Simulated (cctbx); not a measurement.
# Absolute structure of GaCo14Mo

Space group Amm2 (no. 38), a = 7.8680 Å, b = 4.8180 Å, c = 8.2970 Å, α = 90.00°, β = 90.00°, γ = 90.00°.

| atom | mult. | x | y | z | Ueq (Å²) |
| --- | --- | --- | --- | --- | --- |
| Mo1 | 2 | 1/2 | 1/2 | 0.6632 | 0.0136 |
| Ga1 | 2 | 1/2 | 1/2 | 0.1680 | 0.0145 |
| Co1 | 4 | 0.7501 | 1/2 | 0.3314 | 0.0142 |
| Co2 | 4 | 0.7423 | 1/2 | 0.8237 | 0.0164 |
| Co3 | 8 | 0.7394 | 0.7575 | 0.0836 | 0.0190 |
| Co4 | 4 | 0 | 0.7579 | 0.9192 | 0.0225 |
| Co5 | 4 | 1/2 | 0.7540 | 0.9118 | 0.0165 |
| Co6 | 2 | 0 | 1/2 | 0.1668 | 0.0262 |
| Co7 | 2 | 0 | 1/2 | 0.6706 | 0.0146 |

The model is made up (kin elements in a known structure type, no relaxation), so it says nothing on whether the phase exists.

Data sets are simulated with cctbx and refined with Bijvoet mates kept apart; Flack x is then fitted as the share of an inverted twin with the atoms fixed, Hooft y from the Bijvoet differences. The group is acentric but holds improper operations, so there is an absolute structure (orientation) and no hand.

Untwinned crystal. What Flack and Hooft values should come out?

```
  λ (Å)  extinction (unmodelled)  d min (Å)  top counts  error (%)     model      R1  Flack x   s.u.  Hooft y   s.u.  pairs
0.71073                        0       0.77        5000          3  as given  0.0352     0.16   0.08    0.112  0.104    201
0.71073                        0       0.77        5000          3  inverted  0.0383     0.77   0.09    0.855  0.116    201
1.54184                        0       0.83        5000          6  as given  0.0395    0.021  0.018    0.014  0.021    156
```

With Mo Kα, x is within 3 s.u. of 0, so the absolute structure is right, though an s.u. above 0.04 can't exclude a small twin share. With Cu Kα, x is within 3 s.u. of 0, so the absolute structure is right. Inverting the model turns x into about 1 − x.

[Logs are printed without paths, hosts, clocks, repeated set-up lines and the standing remarks that a program may print on its own settings, such as how far it seeks lower states.]
